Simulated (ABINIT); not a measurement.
# Quasiparticle gap of InP (F-43m) in ABINIT

Aim: the G0W0 gap of InP (F-43m) on PBE, step by step.

Calculated with ABINIT 10.8.3; PBE and many-body steps on it, plane waves.

The database entry behind the starting cell differs from later determinations by our own check (0.1 to 0.3 % short, probably kX units), so it need not match the best structure at ambient conditions.

## 1. Starting point

Symmetry: F-43m, No. 216, cubic system. The conventional cell has a = 5.861 Å, b = 5.861 Å, c = 5.861 Å, α = 90.00°, β = 90.00°, γ = 90.00°. Nearest to In lie 4 P at 2.54 Å. Nearest to P lie 4 In at 2.54 Å. Farther neighbours are not listed.

The cell and positions come from the Crystallography Open Database and are kept as given unless a step says otherwise.

## 2. Ground state

This step: ABINIT 10.8.3; DFT, PBE, plane waves, norm-conserving pseudopotentials.

The ground-state density comes first.

run.abi reads:

```
acell 3*1.0 Angstrom
rprim 
  -0.000000000000 2.930500000000 2.930500000000
  2.930500000000 -0.000000000000 2.930500000000
  2.930500000000 2.930500000000 -0.000000000000
ntypat 2
znucl 49 15
natom 2
typat 1 2
xred 
  0.000000000000 0.000000000000 0.000000000000
  0.250000000000 0.250000000000 0.250000000000
pp_dirpath "pseudos"
pseudos "In.upf, P.upf"
ecut 33
ngkpt 6 6 6
nshiftk 1
shiftk 0 0 0
kptopt 1
chksymbreak 0
nband 18
occopt 1
tolvrs 1e-10
nstep 60
prtwf 0
optforces 0
optstress 0
indata_prefix "in"
outdata_prefix "out"
tmpdata_prefix "tmp"
```

Launch:

```console
> OMP_NUM_THREADS=1 mpirun -n 4 abinit run.abi > log
```

Numbers of over 12 decimals in the logs are rounded to 6 here.

Log:

```text
.Version 10.8.3 of ABINIT. v10.8.2 released Aug 2026.

 Symmetries : space group F-4 3 m (#216); Bravais cF (face-center cubic)
================================================================================
 Values of the parameters that define the memory need of the present run
     intxc =       0    ionmov =       0      iscf =       7    lmnmax =       6
     lnmax =       6     mgfft =      45  mpssoang =       3    mqgrid =    3001
     natom =       2  nloc_mem =       1    nspden =       1   nspinor =       1
    nsppol =       1      nsym =      24    n1xccc =    2501    ntypat =       2
    occopt =       1   xclevel =       2
-    mband =          18        mffmem =           1         mkmem =           4
       mpw =        3100          nfft =       91125          nkpt =          16
================================================================================
  Rough estimation (10% accuracy) of disk space for files :
================================================================================

--------------------------------------------------------------------------------
------------- Echo of variables that govern the present computation ------------
--------------------------------------------------------------------------------
 -outvars: echo values of preprocessed input variables --------
            acell      1.8897261259E+00  1.8897261259E+00  1.8897261259E+00 Bohr

      chksymbreak           0
             ecut      3.30000000E+01 Hartree
-          fftalg         312

              ixc     -101130
              kpt      0.00000000E+00  0.00000000E+00  0.00000000E+00
                       1.66666667E-01  0.00000000E+00  0.00000000E+00
                       3.33333333E-01  0.00000000E+00  0.00000000E+00
                       5.00000000E-01  0.00000000E+00  0.00000000E+00
                       1.66666667E-01  1.66666667E-01  0.00000000E+00
                       3.33333333E-01  1.66666667E-01  0.00000000E+00
                       5.00000000E-01  1.66666667E-01  0.00000000E+00
                      -3.33333333E-01  1.66666667E-01  0.00000000E+00
                      -1.66666667E-01  1.66666667E-01  0.00000000E+00
   [... 5 further rows ...]
                      -3.33333333E-01  3.33333333E-01  1.66666667E-01
                      -3.33333333E-01  5.00000000E-01  1.66666667E-01
         kptrlatt        6    0    0      0    6    0      0    0    6
          kptrlen      4.69901511E+01
P           mkmem           4
            natom           2
            nband          18
            ngfft          45      45      45
             nkpt          16
            nstep          60
             nsym          24
           ntypat           2
              occ      2.000000  2.000000  2.000000  2.000000  2.000000  2.000000
                       2.000000  2.000000  2.000000  2.000000  2.000000  2.000000
                       2.000000  0.000000  0.000000  0.000000  0.000000  0.000000
        optforces           0
        optstress           0
            prtwf           0
            rprim     -0.0000000000E+00  2.9305000000E+00  2.9305000000E+00
[...]
spgroup         216

           tolvrs      1.00000000E-10

             xred      0.0000000000E+00  0.0000000000E+00  0.0000000000E+00
[...]
znucl       49.00000   15.00000

================================================================================

 chkinp: Checking input parameters for consistency.

================================================================================
== DATASET  1 ==================================================================
-   mpi_nproc: 4, omp_nthreads: 1 (-1 if OMP is not activated)

--- !DatasetInfo
iteration_state: {dtset: 1, }
dimensions: {natom: 2, nkpt: 16, mband: 18, nsppol: 1, nspinor: 1, nspden: 1, mpw: 3100, }
cutoff_energies: {ecut:  33.0, pawecutdg:  -1.0, }
electrons: {nelect:   2.60000000E+01, charge:   0.00000000E+00, occopt:   1.00000000E+00, tsmear:   1.00000000E-02, }

 Real(R)+Recip(G) space primitive vectors, cartesian coordinates (Bohr,Bohr^-1):
 R(1)=  0.0000000  5.5378424  5.5378424  G(1)= -0.0902879  0.0902879  0.0902879
 R(2)=  5.5378424  0.0000000  5.5378424  G(2)=  0.0902879 -0.0902879  0.0902879
 R(3)=  5.5378424  5.5378424  0.0000000  G(3)=  0.0902879  0.0902879 -0.0902879
 Unit cell volume ucvol=  3.3966576E+02 bohr^3
 Angles (23,13,12)=  6.00000000E+01  6.00000000E+01  6.00000000E+01 degrees

 getcut: wavevector=  0.0000  0.0000  0.0000  ngfft=  45  45  45
         ecut(hartree)=     33.000   => boxcut(ratio)=   2.17258

--- Pseudopotential description ------------------------------------------------
- In Generated using ONCVPSP code by D. R. Hamann
- 49.00000  21.00000  171031                  znucl, zion, pspdat
12 -101130 2 -1 1964                          pspcod,pspxc,lmax,lloc,mmax
     nproj     2     2     2
  pspatm : epsatm=   33.77322108
         --- l  ekb(1:nproj) -->
[...]
pspatm: atomic psp has been read  and splines computed

- P Generated using ONCVPSP code by D. R. Hamann
- 15.00000   5.00000  171031                  znucl, zion, pspdat
12 -101130 2 -1 1298                          pspcod,pspxc,lmax,lloc,mmax
     nproj     2     2     2
  pspatm : epsatm=    8.05910421
         --- l  ekb(1:nproj) -->
[...]
2   -3.154982   -0.827415
 pspatm: atomic psp has been read  and splines computed

   1.08764046E+03                                ecore*ucvol(ha*bohr**3)
--------------------------------------------------------------------------------

_setup2: Arith. and geom. avg. npw (full set) are    3076.875    3076.851

================================================================================

--- !BeginCycle
iteration_state: {dtset: 1, }
solver: {iscf: 7, nstep: 60, nline: 4, wfoptalg: 0, }
tolerances: {tolvrs: 1.00E-10, }

     iter   Etot(hartree)      deltaE(h)  residm     vres2
 ETOT  1  -205.97379630002    -2.060E+02 2.231E-01 2.035E+02
 ETOT  2  -206.37873386066    -4.049E-01 1.252E-02 2.815E+01
 ETOT  3  -206.38174677282    -3.013E-03 2.083E-02 7.750E-01
 ETOT  4  -206.38178877304    -4.200E-05 7.453E-04 6.304E-02
 ETOT  5  -206.38179190036    -3.127E-06 1.917E-04 6.390E-03
 ETOT  6  -206.38179338651    -1.486E-06 1.096E-03 2.070E-03
 ETOT  7  -206.38179369326    -3.067E-07 7.848E-05 4.100E-06
 ETOT  8  -206.38179369380    -5.402E-10 2.939E-04 8.570E-08
 ETOT  9  -206.38179369381    -1.472E-11 1.631E-05 3.250E-09
 ETOT 10  -206.38179369381    -2.103E-12 5.739E-05 2.705E-10
 ETOT 11  -206.38179369381    -5.400E-13 3.083E-06 1.165E-11

 At SCF step   11       vres2   =  1.17E-11 < tolvrs=  1.00E-10 =>converged.

--- !ResultsGS
iteration_state: {dtset: 1, }
comment   : Summary of ground state results
lattice_vectors:
- [ -0.0000000,   5.5378424,   5.5378424, ]
- [  5.5378424,  -0.0000000,   5.5378424, ]
- [  5.5378424,   5.5378424,  -0.0000000, ]
lattice_lengths: [   7.83169,    7.83169,    7.83169, ]
lattice_angles: [ 60.000,  60.000,  60.000, ] # degrees, (23, 13, 12)
lattice_volume:   3.3966576E+02
convergence: {deltae: -5.400E-13, res2:  1.165E-11, residm:  3.083E-06, diffor:  0.000E+00, }
etotal    :  -2.06381794E+02
entropy   :   0.00000000E+00
fermie    :   1.82435607E-01
cartesian_stress_tensor: null
pressure_GPa: null
xred      :
- [  0.0000E+00,   0.0000E+00,   0.0000E+00, In]
- [  2.5000E-01,   2.5000E-01,   2.5000E-01,  P]
cartesian_forces: null
force_length_stats: {min: null, max: null, mean: null, }

 Integrated electronic density in atomic spheres:
 ------------------------------------------------
 Atom  Sphere_radius  Integrated_density
    1        2.00000         17.85064401
    2        2.00000          2.75896772
================================================================================

 ----iterations are completed or convergence reached----

 Mean square residual over all n,k,spin=   10.723E-09; max=  30.825E-07
 reduced coordinates (array xred) for    2 atoms
       0.000000000000      0.000000000000      0.000000000000
       0.250000000000      0.250000000000      0.250000000000
 rms dE/dt=  0.0000E+00; max dE/dt=  0.0000E+00; dE/dt below (all hartree)
    1       0.000000000000      0.000000000000      0.000000000000
    2       0.000000000000      0.000000000000      0.000000000000

 cartesian coordinates (angstrom) at end:
    1      0.000000     0.000000     0.000000
    2      1.465250     1.465250     1.465250
 length scales=  1.889726125908  1.889726125908  1.889726125908 bohr
              =  1.000000000000  1.000000000000  1.000000000000 angstroms
 prteigrs : about to open file out_EIG
 Fermi (or HOMO) energy (hartree) =   0.18244   Average Vxc (hartree)=  -0.34806
 Eigenvalues (hartree) for nkpt=  16  k points:
 kpt#   1, nband= 18, wtk=  0.00463, kpt=  0.0000  0.0000  0.0000 (reduced coord)
  -4.04594   -2.51987   -2.51987   -2.51987   -0.33970   -0.33970   -0.33970   -0.33420
  -0.33420   -0.24085    0.18244    0.18244    0.18244    0.20849    0.33265    0.33265
   0.33265    0.49824
 prteigrs : prtvol=0 or 1, do not print more k-points.

--- !EnergyTerms
iteration_state     : {dtset: 1, }
comment             : Components of total free energy in Hartree
kinetic             :  7.02144370806370E+01
hartree             :  7.44753590612907E+01
xc                  : -3.01419855988576E+01
Ewald energy        : -1.04054616797132E+02
psp_core            :  3.20209033028539E+00
local_psp           : -2.04256010233885E+02
non_local_psp       : -1.58210675361525E+01
total_energy        : -2.06381793693814E+02
total_energy_eV     : -5.61593470234074E+03
band_energy         : -2.64771403849235E+01

== END DATASET(S) ==============================================================
================================================================================

 -outvars: echo values of variables after computation  --------
           etotal     -2.0638179369E+02
            nband          18
             nkpt          16
          spgroup         216
 [... the other variables as echoed above ...]

 Calculation completed.
```

Wall time 13 s (4 MPI ranks of Arm Neoverse V1, shared host); peak memory 0.39 GiB.

Numbers from this step:

```
total energy               : -5615.9347 eV
gap                        : 0.7089 eV
k of the valence top       : 0, 0, 0
k of the conduction bottom : 0, 0, 0
least direct gap           : 0.7089 eV
```

The gap is direct, at Γ.

(Continued in part 2 of 3.)

[Paths, hosts, dates, memory and timing lines, banners, echoed tables and standing remarks are left out of the program output.]

[Logs are printed without paths, hosts, clocks, repeated set-up lines and the standing remarks that a program may print on its own settings, such as how far it seeks lower states.]

[Runs of the session that timed out or met a known fault of the program may be left out.]

[Hosts, paths, dates, database ids (printed as entryN), source tags and the programs' standing remarks are cut or masked in the printed files.]

[G0W0 gaps are taken among the corrected bands and points alone; a level outside them can change the order at an edge.]

[Where Ansatz stands beside ABINIT at settings called matched, ABINIT's density can come from a denser mesh and the files from another edition; pairs whose starting gaps differed by over 0.03 eV were left out, so agreement reads better than it is.]
